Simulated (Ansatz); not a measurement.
# Optical response of Ca2BIN2 (model structure), part 3 of 3

Wanted: where Ca2BIN2 (model structure) starts to absorb, how strongly, and its refractive index. The cell was made here by substitution or stacking, whether or not such a phase is known. It was built so: All Br replaced by I and Sr replaced by Ca in the R-3m structure of Sr2BBrN2.

Ansatz 0.2.0; DFT, PBE, plane-wave PAW, default files, scalar-relativistic, independent-particle optical response without local fields.

So far. Step 3 (Ground state and bands): There is a gap, 2.76 eV on the path, so no carriers' term is needed. The cell is left with a pressure of 0.0 GPa after its relaxation.

### Step 4. Spectrum (continued)

The loss function −Im 1/ε at q → 0 has structure finer than the step of the table below, so its rows give means over 1 eV, whole bins alone (the curve runs from 0 to 31.4 eV). Peaks (eV: height): E ∥ x or y 15.1: 1.58, 26.1: 0.848, 28.6: 2.40, 29.1: 2.22, 29.7: 2.54; E ∥ z 11.7: 1.37, 12.9: 1.55, 16.1: 1.97, 26.0: 0.856, 28.7: 2.92, 29.4: 2.95.

The loss function −Im 1/ε at q → 0 by energy loss; means over each step:

```tsv
energy loss (eV)	E ∥ x or y	E ∥ z
2	0	0
3	0.00313	1.7e-4
4	0.00533	0.00791
5	0.0387	0.0869
6	0.114	0.0880
7	0.157	0.0955
8	0.226	0.181
9	0.278	0.263
10	0.368	0.356
11	0.564	0.699
12	0.703	0.915
13	0.766	1.27
14	1.10	0.952
15	1.41	1.39
16	1.39	1.76
17	1.15	1.01
18	0.654	0.550
19	0.473	0.463
20	0.404	0.242
21	0.353	0.211
22	0.288	0.231
23	0.263	0.178
24	0.192	0.154
25	0.352	0.321
26	0.560	0.609
27	0.430	0.575
28	1.27	1.30
29	2.00	2.53
30	2.05	2.13
```

Optical constants at common wavelengths, from n + ik = √ε:

```tsv
wavelength (nm)	n xy	k xy	R (%) xy	1/α xy	n z	k z	R (%) z	1/α z
1064	2.09	0.000	12.5	over 1 mm	2.27	0.000	15.1	over 1 mm
633	2.14	0.000	13.2	over 1 mm	2.34	0.000	16.1	over 1 mm
532	2.18	0.000	13.7	over 1 mm	2.39	0.000	16.8	over 1 mm
450	2.24	0.000	14.6	544 µm	2.47	0.000	17.9	over 1 mm
365	2.33	0.038	15.9	774 nm	2.67	0.006	20.7	4.6 µm
308	2.52	0.033	18.7	746 nm	3.11	0.048	26.3	506 nm
193	2.29	1.315	27.0	12 nm	2.88	1.892	38.2	8.1 nm
```

Rows near the edge hang on the gap, which this functional as a rule makes too small, and phonon-assisted absorption is left out.

A film 1 µm thick would pass 75 % of daylight and look colourless, dimmed by reflection in transmission (x = 0.317, y = 0.335).

At 1064 nm the birefringence n(z) − n(x) is +0.183: the crystal is uniaxial positive at this level.

The f-sum over the summed bands holds 40.6 of the cell's 50 electrons outside the frozen cores, 32 of which lie in bands more than 12 eV below the Fermi level, whose transitions come at higher energies. Up to 31 eV the strength has a mean oscillator energy of 10.0 eV, well above the main peak, so higher transitions carry much of it.

### Step 5. Static response with local fields

Perturbation theory gives the static response with local fields and the functional's kernel, and it needs no empty bands.

This step: DFT, PBE, plane-wave PAW, default files, scalar-relativistic, static field response by perturbation theory with local fields (Ansatz 0.2.0).

The input, input.yaml:

```yaml
crystal:
  lattice:
    - [1.9746160267, 1.1400450928, 9.0903931743]
    - [-1.9746160267, 1.1400450928, 9.0903931743]
    - [0.0, -2.2800901909, 9.0903931737]
  atoms:
    - { symbol: I, position: [0.0, 0.0, 0.0] }
    - { symbol: Ca, position: [0.7563474059, 0.7563474059, 0.7563474059] }
    - { symbol: Ca, position: [0.2436525941, 0.2436525941, 0.2436525941] }
    - { symbol: "N", position: [0.5494858724, 0.5494858724, 0.5494858724] }
    - { symbol: "N", position: [0.4505141276, 0.4505141276, 0.4505141276] }
    - { symbol: B, position: [0.5, 0.5, 0.5] }
kpoints:
  mp_grid: { grid: [7, 7, 7] }
scf:
  occupations: { method: fixed }
hamiltonian:
  xc: pbe
  pseudopotentials: { kind: paw }
dielectric: {}
```

Run with:

```bash
$ ansatz run input.yaml --threads 2 --pin off --max-ram 5120MiB --backend cpu --events-out ev --progress --plain --runs-dir out
```

Numbers of over 12 decimals in the logs are rounded to 6 here.

Log:

```text
[...]
Crystal: 6 atoms, lattice volume = 122.783 Å³
Basis set: ecut = 420 eV, 2461 PW (Γ), exchange–correlation on 128×128×128 points (8 copies of the dense FFT grid, shifted against one another)
Bands: 31, of which v1, the nominal top of the filled ones, is band 25 counted from 1 (24 counted from 0)
Symmetry: 12 space group operations
k-points: 100 of 343 (irreducible under 2 space group operations, time reversal used)
[...]
SCF iter   1: F=—  HF=-12078.302753 eV  |F-HF|=—  |Δ(HF+E_count)|=         —  Δρ=1.44e-3  dr2=3.14e-3  ethr=1.77e-3  ⟨swp⟩=6.1  Hψ=13313  notcnv=0  defer=308
[...]
SCF iter   8: F=-12078.303890 eV  HF=-12078.303890 eV  |F-HF|=2.00e-11  |Δ(HF+E_count)|=   1.96e-9  Δρ=2.50e-7  dr2=7.93e-11  ethr=1.00e-12  ⟨swp⟩=14.7  Hψ=19110  notcnv=0
SCF 1 converged in 8 iterations: F = -12078.303890 eV  dr2 = 7.93e-11
[...]
DFPT response loops at Γ: preconditioner auto → Resta (q_TF=auto, 2.349 Å⁻¹)  ε∞=4.7 (no band partly filled); β = 1.00, the filter's whole step (`scf.mixing.beta` (0.50) is not read by the response loops at its default; to damp them type it under 1.00, their step now; it binds the ground state too); Broyden in place of MSR1
── the response to a field inside a basis, on 8×8×8 k-points: an SCF that follows is theirs, and a resumed run solves both again ──
Bands: 26, of which v1, the nominal top of the filled ones, is band 25 counted from 1 (24 counted from 0)
k-points: 60 of 512
[...]
Eigensolver: Dense (60 Hₖ)
SCF iter   1: F=—  HF=-12078.282624 eV  |F-HF|=—  |Δ(HF+E_count)|=         —  Δρ=1.54e-4  dr2=7.27e-6  ethr=1.00e-1
[...]
SCF iter   4: F=-12078.282635 eV  HF=-12078.282635 eV  |F-HF|=1.23e-8  |Δ(HF+E_count)|=   2.42e-7  Δρ=3.47e-6  dr2=1.73e-8  ethr=6.15e-10
SCF 1 converged in 4 iterations: F = -12078.282635 eV  dr2 = 1.73e-8
[...]
SCF converged after 8 iterations
Free energy (F): -12078.303890 eV
[...]
Internal energy: -12078.303890 eV  (E = F + TS)
E sigma→0 (E₀):  -12078.303890 eV
Fermi energy:    5.776669 eV
[...]
--- Band table (eV; the first three rows and the last of 100) ---
  k-point 0: bands = [... 21 lower, 5.2751, 5.2751, 5.5609, 5.5609, 8.5411, 10.5574, 11.1128, 11.1128, ... 2 higher]
  k-point 1: bands = [... 21 lower, 4.6968, 5.2784, 5.3264, 5.3792, 9.0873, 10.3822, 10.8076, 11.0531, ... 2 higher]
  k-point 2: bands = [... 21 lower, 3.7293, 4.9893, 5.2303, 5.4798, 9.6613, 10.0050, 10.4278, 10.8737, ... 2 higher]
  k-point 99: bands = [... 21 lower, 4.6235, 5.0723, 5.2805, 5.6418, 9.2865, 10.4498, 10.8306, 10.9313, ... 2 higher]
--- Dielectric response (ions clamped): 3 representative field directions + reference, inside a basis on a mesh of 512 k-points (Σ response iterations 18) ---
  ε∞ (high-frequency dielectric tensor):
        3.976481     0.000000     0.000000
        0.000000     3.976481    -0.000000
        0.000000    -0.000000     4.433564
  Born effective charges Z* (e; rows j = field, columns β = displacement):
    site 0:
        -1.11783    0.00000    0.00000
         0.00000   -1.11783    0.00000
        -0.00000    0.00000   -1.58115
    site 1:
         2.42547    0.00000    0.00000
         0.00000    2.42547    0.00000
        -0.00000    0.00000    2.35266
    site 2:
         2.42547    0.00000    0.00000
         0.00000    2.42547    0.00000
         0.00000    0.00000    2.35266
    site 3:
        -1.74455   -0.00000    0.00000
         0.00000   -1.74455    0.00000
        -0.00000    0.00000   -3.18704
    site 4:
        -1.74455   -0.00000    0.00000
         0.00000   -1.74455    0.00000
        -0.00000    0.00000   -3.18704
    site 5:
        -0.24401    0.00000   -0.00000
         0.00000   -0.24401   -0.00000
         0.00000   -0.00000    3.24989
  Z* charge neutrality: 2.282e-3 e pre-enforcement
  solved inside a basis spanned on kpoints, on 8×8×8 k-points, its susceptibility summed on 12×12×12: ε∞ is read to err by 1.2e-2, Z* by 1.9e-2 e (field_mesh: kpoints solves on kpoints); Z* is corrected for what the basis lacks
```

Elapsed: 76 s, on 2 threads of AMD EPYC 9R45, shared host; peak memory 2.1 GiB; 2.5 min of CPU time.

This step gave:

- electronic dielectric constant ε∞, mean over x, y and z (by symmetry where fewer were run): 4.129

ε∞ with local fields:

```
3.98 0.00 0.00
0.00 3.98 0.00
0.00 0.00 4.43
```

Diagonal elements. Born, by row:

```tsv
atom	Z*xx (e)	Z*yy (e)	Z*zz (e)
I1	-1.118	-1.118	-1.581
Ca2	2.425	2.425	2.353
Ca3	2.425	2.425	2.353
N4	-1.745	-1.745	-3.187
N5	-1.745	-1.745	-3.187
B6	-0.244	-0.244	3.25
```

Mean Born charges are I -1.27, Ca +2.40, N -2.23 and B +0.92, against formal valences of -1, +2, -3 and +3. They are far from isotropic: B has -0.24, -0.24 and +3.25 along x, y and z.

### Step 6. Results

* gap on the path: 2.76 eV
* least direct gap on the path: 2.98 eV
* electronic dielectric constant ε∞, mean over x, y and z (by symmetry where fewer were run) (independent particles): 4.53
* absorption onset, first axis (α over 10⁴ cm⁻¹, or the direct gap if that lies higher): 3.08 eV
* main peak of Im epsilon, first axis: 5.54 eV
* photocurrent from vertical transitions in a film 500 nm thick on a perfect mirror (two passes), AM1.5G, no front reflection, all carriers collected: 1.30 mA/cm²
* electronic dielectric constant ε∞, mean over x, y and z (by symmetry where fewer were run) (static response with local fields): 4.13

In words: At this level (PBE, independent particles) Ca2BIN2 has a mean ε∞ = 4.53 (4.13 with local fields) and n = 2.08 at 1550 nm (E ∥ x); absorption sets in near 3.1 eV, and Im ε peaks at 5.5 eV (E ∥ x). The cell shrank by 0.7 % in volume. The gap is indirect (2.76 eV), so absorption without phonons can begin only at the direct gap of 2.98 eV. The absorption coefficient passes 10⁴ cm⁻¹ at 3.08 eV, inside the visible range. Distinct maxima of Im ε, read by a parabola through the highest points, lie at 5.54 eV (8.8), 6.79 eV (6.8), 7.61 eV (6.7) and 9.12 eV (4.3) for E ∥ x or y. The static values by axis are 4.28 (xy), 5.03 (z). The f-sum over the summed bands holds 40.6 of the cell's 50 electrons outside the frozen cores, 32 of which lie in bands more than 12 eV below the Fermi level, whose transitions come at higher energies. Up to 31 eV the strength has a mean oscillator energy of 10.0 eV, well above the main peak, so higher transitions carry much of it. A film 1 µm thick would pass 75 % of daylight and look colourless, dimmed by reflection in transmission (x = 0.317, y = 0.335). In the base spectrum excitons and phonon-assisted transitions are missing, and so are local fields; PBE gaps are as a rule too small, which pulls the onset down and ε∞ up. In the base run ε includes the program's bounded estimate of what the bands above those summed add. Spin-orbit coupling is left out although heavy atoms are present.

[Logs are printed without paths, hosts, clocks, repeated set-up lines and the standing remarks that a program may print on its own settings, such as how far it seeks lower states.]

[Hosts, paths, dates, database ids (printed as entryN), source tags and the programs' standing remarks are cut or masked in the printed files.]
